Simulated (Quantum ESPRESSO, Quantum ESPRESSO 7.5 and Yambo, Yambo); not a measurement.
**SnO2 (Cassiterite): G0W0 on several meshes in Yambo**

Aim: the GW shift of SnO2 (Cassiterite) against the k mesh.

Method: PBE and many-body steps on it, plane waves, in Quantum ESPRESSO 7.5 and Yambo 5.3.0.

Report form: the programs' logs are mostly left out.

### Step 1. The structure

It takes space group P4_2/mnm (No. 136, tetragonal). The conventional cell has a = 4.738 Å, b = 4.738 Å, c = 3.187 Å, α = 90.00°, β = 90.00°, γ = 90.00°. Sn has 6 O at 2.05 to 2.06 Å nearest. O has 3 Sn at 2.05 to 2.06 Å nearest. Farther neighbours and most contacts between anions are not listed.

The cell and positions come from the Crystallography Open Database and are kept as given unless a step says otherwise.

### Step 2. Empty states on the mesh, 2×2×2 mesh, 88 bands

This step: Quantum ESPRESSO 7.5; DFT, PBE, plane waves, norm-conserving pseudopotentials.

The sums over transitions need many empty states on a uniform mesh; this step solves for them.

The input, pw.in:

```
&control
  calculation = 'nscf'
  prefix = 'x'
  outdir = 'o'
  pseudo_dir = 'pseudo'
/
&system
  ibrav = 0
  nat = 6
  ntyp = 2
  ecutwfc = 84.0
  nbnd = 88
  force_symmorphic = .true.
/
&electrons
  conv_thr = 1e-9
  electron_maxstep = 80
  diago_full_acc = .true.
  diago_thr_init = 5e-6
/
ATOMIC_SPECIES
  Sn 118.71 Sn.upf
  O 15.999 O.upf
CELL_PARAMETERS angstrom
  4.7380000000 0.0000000000 0.0000000000
  0.0000000000 4.7380000000 0.0000000000
  0.0000000000 0.0000000000 3.1865000000
ATOMIC_POSITIONS crystal
  Sn 0.0000000000 0.0000000000 0.0000000000
  Sn 0.5000000000 0.5000000000 0.5000000000
  O 0.3071000000 0.3071000000 0.0000000000
  O 0.1929000000 0.8071000000 0.5000000000
  O 0.6929000000 0.6929000000 0.0000000000
  O 0.8071000000 0.1929000000 0.5000000000
K_POINTS automatic
  2 2 2 0 0 0
```

Started as:

```
$ OMP_NUM_THREADS=1 mpirun -n 8 pw.x -nk 4 -in pw.in > pw.out
```

Run time: 4.2 s. Hardware: 8 MPI ranks of Arm Neoverse V2, shared host; peak memory 0.58 GiB; 32 s of CPU time.

This step gave:

* gap: 1.289 eV
* k of the valence top: 0, 0, 0
* k of the conduction bottom: 0, 0, 0
* least direct gap: 1.289 eV
* k points computed: 6
* lowest point of the top converged band, above the valence top: 40.42 eV

On this mesh the gap is 1.289 eV.

The density comes from a self-consistent run that is not shown.

### Step 3. Conversion and set-up

This step: Yambo 5.3.0; conversion and set-up on PBE, plane waves, norm-conserving pseudopotentials.

The states are converted to the many-body program's format and the q mesh is built.

Started as:

```
$ (cd o/x.save; p2y > p2y.log; mv SAVE ../..); yambo > setup.log
```

It took 2 s on 1 MPI rank; peak memory 0.24 GiB.

### Step 4. 2×2×2

G0W0 replaces the xc potential by the self-energy, built once from these orbitals. Only a window of levels is corrected, while the sums run over the empty bands that the input names.

This step: G0W0 on PBE, plane waves, norm-conserving pseudopotentials.

The input, gw13.in:

```
HF_and_locXC
gw0
dyson
ppa
em1d
rim_cut
RandQpts= 1000000
RandGvec= 1 RL
EXXRLvcs= 84 Ry
VXCRLvcs= 336 Ry
Chimod= "HARTREE"
% BndsRnXp
 1 | 88 |
%
NGsBlkXp= 8.5 Ry
% LongDrXp
 1 | 1 | 1 |
%
% GbndRnge
 1 | 88 |
%
DysSolver= "n"
ExtendOut
PPAPntXp= 27.21138 eV
% QPkrange
 1 | 1 | 33 | 36 |
%
```

Started as:

```
$ OMP_NUM_THREADS=2 mpirun -n 4 yambo -F gw13.in -J gw13 -C gw13 > gw13.log
```

The job ended after 7.4 s (4 MPI ranks; peak memory 1.9 GiB).

Numbers from this step:

```
G0W0 gap on the points computed              : 2.547 eV
starting gap on the mesh                     : 1.289 eV
k of the valence top                         : 0, 0, 0
k of the conduction bottom                   : 0, 0, 0
least direct G0W0 gap on the computed points : 2.547 eV
Z at the valence top                         : 0.7821
Z at the conduction bottom                   : 0.8313
```

The gap on the mesh goes from 1.29 eV to 2.55 eV, a correction of +1.26 eV.

### Step 5. Empty states on the mesh, 2×2×4 mesh, 88 bands

This step: Quantum ESPRESSO 7.5; DFT, PBE, plane waves, norm-conserving pseudopotentials.

pw.in, as its differences from that of step 2:

```diff
@@ -35,2 +35,2 @@
 K_POINTS automatic
-  2 2 2 0 0 0
+  2 2 4 0 0 0
```

Started as:

```
$ OMP_NUM_THREADS=1 mpirun -n 8 pw.x -nk 4 -in pw.in > pw.out
```

Elapsed: 5.8 s, on 8 MPI ranks; peak memory 0.58 GiB.

This step gave:

- gap: 1.289 eV
- k of the valence top: 0, 0, 0
- k of the conduction bottom: 0, 0, 0
- least direct gap: 1.289 eV
- k points computed: 9
- lowest point of the top converged band, above the valence top: 40.42 eV

On this mesh the gap is 1.289 eV.

### Step 6. Conversion and set-up

This step: Yambo 5.3.0; conversion and set-up on PBE, plane waves, norm-conserving pseudopotentials.

Started as:

```
$ (cd o/x.save; p2y > p2y.log; mv SAVE ../..); yambo > setup.log
```

Run time: 2.1 s. Hardware: 1 MPI rank; peak memory 0.24 GiB.

### Step 7. 2×2×4

This step: G0W0 on PBE, plane waves, norm-conserving pseudopotentials.

The input, gw14.in:

```
HF_and_locXC
gw0
dyson
ppa
em1d
rim_cut
RandQpts= 1000000
RandGvec= 1 RL
EXXRLvcs= 84 Ry
VXCRLvcs= 336 Ry
Chimod= "HARTREE"
% BndsRnXp
 1 | 88 |
%
NGsBlkXp= 8.5 Ry
% LongDrXp
 1 | 1 | 1 |
%
% GbndRnge
 1 | 88 |
%
DysSolver= "n"
ExtendOut
PPAPntXp= 27.21138 eV
% QPkrange
 1 | 1 | 33 | 36 |
%
```

Started as:

```
$ OMP_NUM_THREADS=2 mpirun -n 4 yambo -F gw14.in -J gw14 -C gw14 > gw14.log
```

Run time: 15 s. Hardware: 4 MPI ranks; peak memory 1.6 GiB.

Numbers from this step:

```yaml
g0w0_gap_on_the_points_computed: 2.700 eV
starting_gap_on_the_mesh: 1.289 eV
k_of_the_valence_top: 0, 0, 0
k_of_the_conduction_bottom: 0, 0, 0
least_direct_g0w0_gap_on_the_computed_points: 2.700 eV
z_at_the_valence_top: 0.7860
z_at_the_conduction_bottom: 0.8389
```

Against G0W0 in Yambo (2×2×2 mesh, 88 bands, screening to 115.6 eV, Godby-Needs plasmon pole), the gap moves by +0.153 eV.

### Step 8. Empty states on the mesh, 4×4×6 mesh, 88 bands

This step: Quantum ESPRESSO 7.5; DFT, PBE, plane waves, norm-conserving pseudopotentials.

pw.in, as its differences from that of step 5:

```diff
@@ -35,2 +35,2 @@
 K_POINTS automatic
-  2 2 4 0 0 0
+  4 4 6 0 0 0
```

Started as:

```
$ OMP_NUM_THREADS=1 mpirun -n 8 pw.x -nk 4 -in pw.in > pw.out
```

Elapsed: 14 s, on 8 MPI ranks; peak memory 0.58 GiB; 1.8 min of CPU time.

Numbers from this step:

```yaml
gap: 1.289 eV
k_of_the_valence_top: 0, 0, 0
k_of_the_conduction_bottom: 0, 0, 0
least_direct_gap: 1.289 eV
k_points_computed: 28
lowest_point_of_the_top_converged_band_above_the_valence_top: 40.42 eV
```

On this mesh the gap is 1.289 eV.

### Step 9. Conversion and set-up

This step: Yambo 5.3.0; conversion and set-up on PBE, plane waves, norm-conserving pseudopotentials.

Started as:

```
$ (cd o/x.save; p2y > p2y.log; mv SAVE ../..); yambo > setup.log
```

Run time: 3 s. Hardware: 1 MPI rank; peak memory 0.26 GiB.

### Step 10. 4×4×6

This step: G0W0 on PBE, plane waves, norm-conserving pseudopotentials.

The input, gw15.in:

```
HF_and_locXC
gw0
dyson
ppa
em1d
rim_cut
RandQpts= 1000000
RandGvec= 1 RL
EXXRLvcs= 84 Ry
VXCRLvcs= 336 Ry
Chimod= "HARTREE"
% BndsRnXp
 1 | 88 |
%
NGsBlkXp= 8.5 Ry
% LongDrXp
 1 | 1 | 1 |
%
% GbndRnge
 1 | 88 |
%
DysSolver= "n"
ExtendOut
PPAPntXp= 27.21138 eV
% QPkrange
 1 | 1 | 33 | 36 |
%
```

Started as:

```
$ OMP_NUM_THREADS=2 mpirun -n 4 yambo -F gw15.in -J gw15 -C gw15 > gw15.log
```

Elapsed: 3.2 min, on 4 MPI ranks; peak memory 4.9 GiB; 22 min of CPU time.

Numbers from this step:

| Property | Result |
| --- | --- |
| G0W0 gap on the points computed | 2.785 eV |
| starting gap on the mesh | 1.289 eV |
| k of the valence top | 0, 0, 0 |
| k of the conduction bottom | 0, 0, 0 |
| least direct G0W0 gap on the computed points | 2.785 eV |

Against G0W0 in Yambo (2×2×2 mesh, 88 bands, screening to 115.6 eV, Godby-Needs plasmon pole), the gap moves by +0.238 eV.

### Step 11. Side by side

Times are wall times on 4 MPI ranks of Arm Neoverse V2, shared host, good to a factor of about two.

| run | mesh | bands | screening cutoff (eV) | DFT gap (eV) | gap on the mesh (eV) | direct (eV) | time |
| --- | --- | --- | --- | --- | --- | --- | --- |
| 2×2×2 | 2×2×2 | 88 | 115.6 | 1.289 | 2.547 | 2.547 | 7.4 s |
| 2×2×4 | 2×2×4 | 88 | 115.6 | 1.289 | 2.700 | 2.700 | 15 s |
| 4×4×6 | 4×4×6 | 88 | 115.6 | 1.289 | 2.785 | 2.785 | 3.2 min |

### Step 12. What came out

```
2×2×2        : 2.547 eV
2×2×4        : 2.700 eV
4×4×6        : 2.785 eV
known limits : not at the basis limit; no spin-orbit coupling; coarse k mesh
```

**Reading.** 2×2×4: +0.153 eV against 2×2×2. 4×4×6: +0.238 eV against 2×2×2. Bands and cutoff are finite, so the gap is not at the basis limit. The miss can reach some tenths of an eV and take either sign; the mesh is an error of its own. In the G0W0 runs levels were corrected at 1 k point alone, so a gap called «on the mesh» is the least over those, and an edge elsewhere would be missed. The 2×2×2 mesh is coarse for this cell, which bears on the long-range parts of exchange and screening. The many-body steps are scalar-relativistic: spin-orbit coupling is not in them.

[Paths, hosts, dates, memory and timing lines, banners, echoed tables and standing remarks are left out of the program output.]

[Logs are printed without paths, hosts, clocks, repeated set-up lines and the standing remarks that a program may print on its own settings, such as how far it seeks lower states.]

[Runs of the session that timed out or met a known fault of the program may be left out.]

[Hosts, paths, dates, database ids (printed as entryN), source tags and the programs' standing remarks are cut or masked in the printed files.]
